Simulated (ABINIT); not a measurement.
Planning a run of ABINIT 10.8.3 on CdS (Hawleyite). The input:

```
acell 3*1.0 Angstrom
rprim 
  -0.000000000000 2.916500000000 2.916500000000
  2.916500000000 -0.000000000000 2.916500000000
  2.916500000000 2.916500000000 -0.000000000000
ntypat 2
znucl 48 16
natom 2
typat 1 2
xred 
  0.000000000000 0.000000000000 0.000000000000
  0.250000000000 0.250000000000 0.250000000000
pp_dirpath "pseudos"
pseudos "Cd.upf, S.upf"
ecut 47
ngkpt 6 6 6
nshiftk 1
shiftk 0 0 0
kptopt 1
chksymbreak 0
nband 18
occopt 1
tolvrs 1e-10
nstep 60
prtwf 0
optforces 0
optstress 0
indata_prefix "in"
outdata_prefix "out"
tmpdata_prefix "tmp"
```

```sh
OMP_NUM_THREADS=1 mpirun -n 4 abinit run.abi > log
```

Estimate wall time and host memory on 4 MPI ranks of Arm Neoverse N1, shared host.

It took 39 s; on shared hardware allow 20 s to 78 s. Peak host memory was 0.36 GiB.

[Paths, hosts, dates, memory and timing lines, banners, echoed tables and standing remarks are left out of the program output.]

[Logs are printed without paths, hosts, clocks, repeated set-up lines and the standing remarks that a program may print on its own settings, such as how far it seeks lower states.]

[Runs of the session that timed out or met a known fault of the program may be left out.]

[Hosts, paths, dates, database ids (printed as entryN), source tags and the programs' standing remarks are cut or masked in the printed files.]

[G0W0 gaps are taken among the corrected bands and points alone; a level outside them can change the order at an edge.]

[Where Ansatz stands beside ABINIT at settings called matched, ABINIT's density can come from a denser mesh and the files from another edition; pairs whose starting gaps differed by over 0.03 eV were left out, so agreement reads better than it is.]
